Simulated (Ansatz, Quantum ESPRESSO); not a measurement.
# TlS (Pm-3m): from the cell to the phonon bands, part 3 of 3

How does TlS (Pm-3m) vibrate, and is this structure a minimum?

Quantum ESPRESSO 7.5; DFT LDA, scalar-relativistic, plane waves, PseudoDojo norm-conserving pseudopotentials.

So far. Step 7 (Phonons on a q mesh): The acoustic modes at Γ come out as far as 0.9 cm⁻¹ from zero, where they should vanish, a small numerical error. The relaxed cell has a = 3.480 Å (conventional setting).

### 9. Dispersion

From the force constants any wavevector is cheap; points of the mesh come back as solved, but for the sum rule and, in polar crystals, the LO-TO term at Γ; the rest is interpolation.

The input, matdyn.in:

```
&INPUT
  asr              = 'crystal'
  flfrc            = 'x.fc'
  flfrq            = 'x.freq'
  flvec            = 'x.modes'
  q_in_band_form   = .true.
  q_in_cryst_coord = .true.
/
8
  0.0000000   0.0000000   0.0000000  12  ! GAMMA
  0.0000000   0.5000000   0.0000000  12  ! X
  0.5000000   0.5000000   0.0000000  12  ! M
  0.0000000   0.0000000   0.0000000  12  ! GAMMA
  0.5000000   0.5000000   0.5000000  12  ! R
  0.0000000   0.5000000   0.0000000   1  ! X
  0.5000000   0.5000000   0.5000000  12  ! R
  0.5000000   0.5000000   0.0000000   1  ! M
```

Launch:

```
$ matdyn.x -in matdyn.in > matdyn.out
```

Numbers of over 12 decimals in the logs are rounded to 6 here.

Log:

```text
[banner, memory and clock lines left out]
Program MATDYN v.7.5

 mass for atomic type   1 not given; uses mass from file x.fc
 mass for atomic type   2 not given; uses mass from file x.fc
 Norm of the difference between old and new effective charges:    0.000000

 Norm of the difference between old and new force-constants:   4.68888e-06

     Message from routine matdyn:
     Z* not found in file x.fc, TO-LO splitting at q=0 will be absent!
     Message from routine matdyn:
     Z* not found in file x.fc, TO-LO splitting at q=0 will be absent!

Note: The following floating-point exceptions are signalling: IEEE_UNDERFLOW_FLAG
```

The job ended after 0.47 s (1 thread of Arm Neoverse V2, shared host).

Numbers from this step:

| Item | Value |
| --- | --- |
| lowest frequency on the path | -152.2 cm⁻¹ |

Matdyn.x, sum rule crystal. The phonon branches at the labelled points (cm⁻¹):

| point | branch 1 | branch 2 | branch 3 | branch 4 | branch 5 | branch 6 |
| --- | --- | --- | --- | --- | --- | --- |
| Γ | 0 | 0 | 0 | 63 | 63 | 63 |
| halfway | -13 | -13 | 42 | 42 | 63 | 96 |
| X | -38 | -38 | 26 | 26 | 88 | 121 |
| halfway | -111 | 15 | 49 | 75 | 132 | 159 |
| M | -152 | -15 | 65 | 65 | 188 | 188 |
| halfway | -76 | 22 | 52 | 57 | 114 | 116 |
| Γ | 0 | 0 | 0 | 63 | 63 | 63 |
| halfway | 49 | 51 | 51 | 105 | 105 | 106 |
| R | 71 | 71 | 71 | 151 | 151 | 151 |
| halfway | 48 | 50 | 62 | 91 | 100 | 165 |
| X | -38 | -38 | 26 | 26 | 88 | 121 |
| jump to R | 71 | 71 | 71 | 151 | 151 | 151 |
| halfway | -14 | 49 | 68 | 68 | 171 | 171 |
| M | -152 | -15 | 65 | 65 | 188 | 188 |

The phonon branches as a text plot (rows in cm⁻¹):

```
    181 |             ****                                    ***
    167 |           **    *                      ****       **
    153 |          **      *                *****    **   **
    139 |         *         *             **    **     *
    125 |      ***                       **       *     ** *
    110 |     *    *                    *          *
     96 |   **               *         *            **
     82 |  *  ******          **      *               ****  *
     68 |** **      ********   *******     ***********    *******
     54 | **      * **      *****       ***       *****     **
     39 |  ***    **         ***     ***             **       *
     25 | *   ******        ** **   **                 ***
     11 |*          *     **     * *                           *
     -3 |***         *   *      ***
    -17 |   **        ***      *                       *     *  *
    -32 |     ***             *                        ***
    -46 |                    *
    -60 |        *
    -74 |         *
    -88 |
   -103 |          *        *                                 *
   -117 |           *      *
   -131 |            *    *
   -145 |             ****                                     **
         Γ      X      M          Γ            R        X|R     M
```

Lowest modes at the softest wavevector of the mesh; phase exp(i q.(R + tau)). Modes at q = (0.000, 0.500, 0.500), with each element's share of the kinetic energy (negative means imaginary):

| mode | frequency (cm⁻¹) | Tl % | S % |
| --- | --- | --- | --- |
| 1 | -152.2 | 0 | 100 |
| 2 | -14.6 | 100 | 0 |
| 3 | 64.9 | 99 | 1 |
| 4 | 64.9 | 99 | 1 |
| 5 | 188.4 | 1 | 99 |
| 6 | 188.4 | 1 | 99 |

Displacements in mode 1 (-152.2 cm⁻¹), the largest set to 1, in the home cell:
```
Tl1 0.00 0.00 0.00
S2  1.00 0.00 0.00
```

Displacements in mode 6 (188.4 cm⁻¹), the largest set to 1, in the home cell:
```
Tl1  0.00 -0.05  0.00
S2   0.00  0.00  1.00
```

Force constants by pair (phonopy on the run's constants); pairs near half the supercell's span include their periodic images. Pair force constants, by row:

| atom | neighbour | distance (Å) | third of the trace (eV/Å²) | along the pair's line (eV/Å²) |
| --- | --- | --- | --- | --- |
| Tl1 | itself | 0 | 2.237 | – |
| Tl1 | S | 3.014 | -0.0507 | -0.3329 |
| Tl1 | Tl | 3.48 | -0.4262 | -1.922 |
| Tl1 | Tl | 4.921 | -0.0458 | -0.1805 |
| Tl1 | Tl | 6.028 | -0.4147 | -0.4147 |
| S2 | itself | 0 | 1.252 | – |
| S2 | Tl | 3.014 | -0.0507 | -0.3329 |
| S2 | S | 3.48 | -0.4575 | -1.918 |
| S2 | S | 4.921 | 0.0986 | 0.512 |
| S2 | S | 6.028 | 0.231 | 0.231 |

Mode patterns, pair constants, displacements and means over the zone were worked out by phonopy from the force constants of q2r.x.

The path dips to 152i cm⁻¹.

### 10. Sums over the zone

Sums over the zone need many more wavevectors than were solved, so the interpolation is sampled on a dense mesh.

The input, matdyn.in:

```
&INPUT
  asr    = 'crystal'
  flfrc  = 'x.fc'
  dos    = .true.
  fldos  = 'x.dos'
  nk1    = 13
  nk2    = 13
  nk3    = 13
  deltaE = 1.0
  la2F   = .true.
/
```

Launch:

```
$ matdyn.x -in matdyn.in > matdyn.out
```

Log:

```text
[banner, memory and clock lines left out]
Program MATDYN v.7.5

 mass for atomic type   1 not given; uses mass from file x.fc
 mass for atomic type   2 not given; uses mass from file x.fc
 Norm of the difference between old and new effective charges:    0.000000

 Norm of the difference between old and new force-constants:   4.68888e-06

     Message from routine matdyn:
     Z* not found in file x.fc, TO-LO splitting at q=0 will be absent!
 Norm of the difference between old and new effective charges:    0.000000

 Norm of the difference between old and new force-constants:   7.6665e-05

 Norm of the difference between old and new effective charges:    0.000000

 Norm of the difference between old and new force-constants:   0.000392177

 Norm of the difference between old and new effective charges:    0.000000

 Norm of the difference between old and new force-constants:   0.000401989

 Norm of the difference between old and new effective charges:    0.000000

 Norm of the difference between old and new force-constants:   0.000551186

 Norm of the difference between old and new effective charges:    0.000000

 Norm of the difference between old and new force-constants:   0.000799396

 Norm of the difference between old and new effective charges:    0.000000

 Norm of the difference between old and new force-constants:   0.00114619

 Norm of the difference between old and new effective charges:    0.000000

 Norm of the difference between old and new force-constants:   0.00160543

 Norm of the difference between old and new effective charges:    0.000000

 Norm of the difference between old and new force-constants:   0.00216428

 Norm of the difference between old and new effective charges:    0.000000

 Norm of the difference between old and new force-constants:   0.00278625

 Norm of the difference between old and new effective charges:    0.000000

 Norm of the difference between old and new force-constants:   0.00342721

Note: The following floating-point exceptions are signalling: IEEE_UNDERFLOW_FLAG
```

It took 9.1 s on 1 thread.

Read from the output:

```yaml
share_of_modes_beyond_3i_cm_minus1_on_the_dense_interpolated_mesh: 0.1217
```

The phonon density of states has structure finer than the step of the table below, so its rows give means over 10 cm⁻¹, whole bins alone (the curve runs from -150 to 186 cm⁻¹). Peaks (cm⁻¹: height): total 41.8: 0.0533, 67.8: 0.0978, 155.8: 0.0268; S 63.8: 0.0154, 129.8: 0.0243, 155.8: 0.0264; Tl 67.8: 0.0856.

Tetrahedra. The phonon density of states by wavenumber; means over each step; values in 1/cm⁻¹/cell:

```
wavenumber (cm⁻¹)    total        S       Tl
             -140  0.00206  0.00206        0
             -130  0.00291  0.00291        0
             -120  0.00368  0.00368        0
             -110  0.00423  0.00422   8.2e-6
             -100  0.00458  0.00456   1.4e-5
              -90  0.00483  0.00481   2.8e-5
              -80  0.00496  0.00490   5.5e-5
              -70  0.00515  0.00504   1.1e-4
              -60  0.00548  0.00527   2.1e-4
              -50  0.00592  0.00553   3.9e-4
              -40  0.00646  0.00575   7.1e-4
              -30  0.00622  0.00504  0.00118
              -20  0.00605  0.00422  0.00183
              -10  0.00760  0.00401  0.00359
                0  0.00980  0.00374  0.00606
               10   0.0124  0.00335  0.00908
               20   0.0280  0.00354   0.0244
               30   0.0400  0.00376   0.0362
               40   0.0478  0.00730   0.0405
               50   0.0477  0.00852   0.0392
               60   0.0683   0.0122   0.0561
               70   0.0657   0.0111   0.0546
               80   0.0207   0.0112  0.00952
               90   0.0196   0.0107  0.00886
              100   0.0164   0.0134  0.00294
              110   0.0165   0.0149  0.00158
              120   0.0170   0.0162   8.5e-4
              130   0.0213   0.0206   6.6e-4
              140   0.0210   0.0205   4.9e-4
              150   0.0237   0.0233   4.2e-4
              160   0.0265   0.0261   4.0e-4
              170   0.0184   0.0182   2.8e-4
              180  0.00869  0.00855   1.3e-4
```

### 11. A second program

The same cell goes through another code at the same cutoff. The files are of one family, but Ansatz's library holds files of its own making for some heavy elements, so those for Tl may differ. Its k mesh is centred on Γ.

This step: DFT LDA, scalar-relativistic, plane waves, norm-conserving pseudopotentials of its library (PseudoDojo's, some remade) (Ansatz 0.2.0).

The input, input.yaml:

```yaml
crystal:
  lattice:
    - [3.4800241179, 0.0, 0.0]
    - [0.0, 3.4800241179, 0.0]
    - [0.0, 0.0, 3.4800241179]
  atoms:
    - { symbol: Tl, position: [0.5, 0.5, 0.5] }
    - { symbol: S, position: [0.0, 0.0, 0.0] }
kpoints:
  mp_grid: { grid: [8, 8, 8] }
hamiltonian:
  xc: lda
  pseudopotentials: { kind: nc, accuracy: standard }
scf:
  occupations: { method: cold, width: 0.27211 }
output:
  eigenvalues: true
basis:
  ecutwfc: 843.553
phonons:
  method: dfpt
  qmesh: [2, 2, 2]
  temperatures: { t_max: 1000, t_step: 50 }
  qpath:
    path:
      - [[0.0, 0.0, 0.0], [0.0, 0.5, 0.0], [0.5, 0.5, 0.0], [0.0, 0.0, 0.0], [0.5, 0.5, 0.5], [0.0, 0.5, 0.0]]
      - [[0.5, 0.5, 0.5], [0.5, 0.5, 0.0]]
    npoints: 12
  electrical_resistivity: { temperatures: [77, 300], mesh: [16, 16, 16] }
```

Launch:

```
$ ansatz run input.yaml --threads 4 --pin off --max-ram 8192MiB --backend cpu --events-out ev --progress --plain --runs-dir out
```

Log:

```text
Engine: ansatz 0.2.0, aarch64-unknown-linux-gnu
Pseudopotentials: kind: nc
Pseudopotential: Tl, nc, valence charge 13, recommended cutoff 843.552974 eV (normal), Tl.nc.azcp (PseudoDojo's, or run here from an input of PseudoDojo's; its table is named by hamiltonian.pseudopotentials.accuracy)
Pseudopotential: S, nc, valence charge 6, recommended cutoff 734.707429 eV (normal), S.nc.azcp (PseudoDojo's, or run here from an input of PseudoDojo's; its table is named by hamiltonian.pseudopotentials.accuracy)
Functional definition: SPW92
  exchange = slater_x
  correlation = pw_c
Crystal: 2 atoms, lattice volume = 42.145 Å³
Basis set: ecut = 843.553 eV, 2325 PW (Γ), exchange–correlation on 72×72×72 points (8 copies of the dense FFT grid, shifted against one another)
Bands: 14, of which v1, the nominal top of the filled ones, is band 10 counted from 1 (9 counted from 0)
Symmetry: 48 space group operations
k-points: 35 of 512
Non-local potential: Tl, projectors of the file, l = 0: 2, l = 1: 2, l = 2: 2
Non-local potential: S, projectors of the file, l = 0: 2, l = 1: 2, l = 2: 2
Initial density: superposition of atomic densities (chi_scale 0.1, normalization cell, long waves kept (reshape's long-wave potential 0.00 eV rms))
Initial wavefunctions: pseudopotential atomic-orbital guess
Functional: x = slater, c = lda
SCF iter   1: F=—  HF=-1952.026786 eV  |F-HF|=—  |Δ(HF+E_count)|=         —  Δρ=1.84e-2  dr2=1.42e-1  ethr=3.10e-3  ⟨swp⟩=6.3  Hψ=3122  notcnv=0
preconditioner: auto → none  [metal: Δε(μ)=0.004 eV  Ē_g=13.938 eV  σ=0.272 eV  W_gap=0.01  n_scr=6 (ndim 8)  ℏωp=24.9 eV  f_vac=0.000  D(μ)=1.85/eV (n_scr^D=18)  sad-step TF]
SCF iter   2: F=—  HF=-1951.990455 eV  |F-HF|=—  |Δ(HF+E_count)|=   3.63e-2  S|Δr|=    0.00e0  Δρ=8.33e-3  dr2=2.55e-2  ethr=7.45e-4  ⟨swp⟩=1.0  Hψ=770  notcnv=0
SCF iter   3: F=—  HF=-1951.984218 eV  |F-HF|=—  |Δ(HF+E_count)|=   6.24e-3  S|Δr|=    0.00e0  Δρ=1.56e-3  dr2=1.08e-3  ethr=1.34e-4  ⟨swp⟩=2.1  Hψ=677  notcnv=0
SCF iter   4: F=—  HF=-1951.983906 eV  |F-HF|=—  |Δ(HF+E_count)|=   3.12e-4  S|Δr|=    0.00e0  Δρ=4.00e-4  dr2=5.37e-5  ethr=5.68e-6  ⟨swp⟩=2.1  Hψ=649  notcnv=0
SCF iter   5: F=—  HF=-1951.983897 eV  |F-HF|=—  |Δ(HF+E_count)|=   9.11e-6  S|Δr|=    0.00e0  Δρ=5.30e-5  dr2=1.06e-6  ethr=2.83e-7  ⟨swp⟩=1.9  Hψ=684  notcnv=0
SCF iter   6: F=—  HF=-1951.983896 eV  |F-HF|=—  |Δ(HF+E_count)|=   9.15e-7  S|Δr|=    0.00e0  Δρ=6.75e-6  dr2=7.19e-9  ethr=5.56e-9  ⟨swp⟩=2.9  Hψ=855  notcnv=0
SCF iter   7: F=—  HF=-1951.983896 eV  |F-HF|=—  |Δ(HF+E_count)|=  7.49e-10  S|Δr|=    0.00e0  Δρ=4.14e-7  dr2=6.56e-11  ethr=3.79e-11  ⟨swp⟩=2.3  Hψ=790  notcnv=0
[...]
Σ components = -1951.983896   (vs F -1951.983896, Δ=0.00e0)
--- Band table (eV; the first three rows and the last of 35) ---
  k-point 0: bands = [... 6 lower, 5.6771, 8.3899, 8.3899, 8.3899, 16.2990, 16.2990, 19.4684, 19.4684]
  k-point 1: bands = [... 6 lower, 5.0553, 8.5437, 8.5437, 8.7487, 16.3520, 16.4160, 18.7841, 18.7841]
  k-point 2: bands = [... 6 lower, 3.8551, 8.9479, 8.9479, 9.4623, 15.2377, 16.4948, 17.4422, 17.4422]
  k-point 34: bands = [... 6 lower, 7.6843, 7.7149, 7.7149, 7.7149, 10.6317, 10.6317, 10.6317, 25.9960]
--- Phonons (Γ-DFPT): 2 representative perturbations + reference (Σ response iterations 6) ---
  ASR residual: 7.403e-5 → 0.000e0 eV/Å²; symmetrization residual: 3.159e-8 eV/Å²
  ASR residual per site (eV/Å²): 7.40e-5 1.84e-6
  Γ frequencies (cm⁻¹): 0.00 0.00 0.00 63.13 63.13 63.13
--- Phonons (arbitrary-q DFPT): 4 irreducible q on the 2×2×2 mesh ---
  q = [0.0000, 0.0000, 0.0000] (star 1, of the zone-centre solve; hermiticity 1.56e-7, symmetrization 1.41e-13): -0.00 -0.00 0.00 63.13 63.13 63.13
  q = [0.0000, 0.0000, -0.5000] (star 3, 4 solved perturbations in 400 linear systems a pass and spin channel, the states on 125 of 512 k-point pairs; hermiticity 7.12e-14, symmetrization 2.92e-13, the responses' own estimated error 7.5e-8 eV/Å²): -37.82 -37.82 25.94 25.94 87.86 121.19
  q = [0.0000, -0.5000, -0.5000] (star 3, 4 solved perturbations in 400 linear systems a pass and spin channel, the states on 125 of 512 k-point pairs; hermiticity 7.21e-10, symmetrization 6.93e-14, the responses' own estimated error 7.4e-8 eV/Å²): -152.23 -14.55 64.94 64.94 188.37 188.37
  q = [-0.5000, -0.5000, -0.5000] (star 1, 2 solved perturbations on 75 of 512 k-point pairs; hermiticity 2.31e-13, symmetrization 1.17e-12, the responses' own estimated error 7.5e-8 eV/Å²): 71.03 71.03 71.03 151.02 151.02 151.02
  sum rule: each row above includes the acoustic sum rule's correction from the zone centre's row sums; it moved no ω² by more than (0.31 cm⁻¹)²
  mesh force constants: q→R imaginary residual 1.54e-17; ASR residual 7.403e-5 → 0.000e0 eV/Å²; symmetrization residual 1.998e-15 eV/Å²
  interpolated dispersion: 74 rows × 6 modes
  density of states and harmonic sums: on the 18×18×18 q-mesh, interpolated from the force constants of a 2×2×2 supercell (no non-analytic term)
  largest difference from the sums on the solved wave vectors: F 2.94e-1 eV, S 3.92e-4 and C_V 1.01e-4 eV/K
  zero-point energy: 0.026146 eV/cell   skipped modes (ω ≤ 0): 171, of them read as no rigid motion or as one in doubt: 168 (7.377e-1 modes/cell left out, lowest -152.23 cm⁻¹)   left out of the sums: 1.23e-1 of the cell's modes: C_V's classical limit lies that fraction below 3 k_B per atom; for a crystal, a wire or a layer, F and S can be off by more, and a phonons.interpolated_qmesh denser along its periods is the remedy for the sampling
Error: electrical resistivity: the mode of lowest frequency at the wavevector [0.0000, -0.5000, -0.5000] is imaginary, -152.23 cm⁻¹ (written negative): the force constants describe an unstable lattice; relax the structure, enlarge phonons.supercell (under dfpt, kpoints.mp_grid), or, with a block electrical_resistivity or superconductivity, name a file of force constants under which the crystal is stable (phonons.electron_phonon_force_constants)
The harmonic force constants that this run solved are whole in <dir>
[key lines of the parts left out:]
SCF converged after 8 iterations
Free energy (F): -1951.983896 eV
Fermi energy:    9.692920 eV
```

Run time: 39 s. Hardware: 4 threads; peak memory 0.71 GiB.

The run ended with an error: “electrical resistivity: the mode of lowest frequency at the wavevector [0.0000, -0.5000, -0.5000] is imaginary, -152.23 cm⁻¹ (written negative): the force constants describe an unstable lattice”.

The phonons were solved, but the coupling sums need a stable lattice.

### 12. Summary of results

```json
{
 "space group after relaxation": "Pm-3m",
 "volume per atom": "21.1 Å³",
 "highest optical zone-centre mode (no LO-TO term)": "63.1 cm⁻¹",
 "q mesh": "2×2×2",
 "lowest mode on the q mesh (acoustic ones at the zone centre apart)": "-152.2 cm⁻¹",
 "imaginary modes on the q mesh": "yes"
}
```

TlS (Pm-3m) is unstable: a mode solved on the 2×2×2 mesh is imaginary, 152i cm⁻¹; its spectrum reaches 188 cm⁻¹. At the LDA level the optical modes of TlS (Pm-3m) at the zone centre lie at 63 cm⁻¹. The most unstable solved mode lies at q = (0, -0.5, -0.5), on the zone boundary, so the distortion that it points to doubles the cell. These are harmonic frequencies at zero temperature: anharmonic shifts and linewidths and thermal expansion are left out. Spin-orbit coupling is left out, which can matter for the heavy elements here. In a metal the frequencies hang on the k mesh and the smearing, most of all near Kohn anomalies. The runs are without spin polarisation, although the cell has an odd electron count or an open d or f shell, so a magnetic state was not tested. The λ that matdyn.x prints is not taken as a result: on such q meshes it can be far off, most of all in cells of several atoms. The q mesh stands for a supercell only 7.0 Å across, so branches between the solved wavevectors are rough. The structure comes from a database and need not be the phase that is stable at ambient conditions.

[Host names and launcher messages were left out of these logs when they were recorded.]

[Logs are printed without paths, hosts, clocks, repeated set-up lines and the standing remarks that a program may print on its own settings, such as how far it seeks lower states.]

[Hosts, paths, dates, database ids (printed as entryN), source tags and the programs' standing remarks are cut or masked in the printed files.]
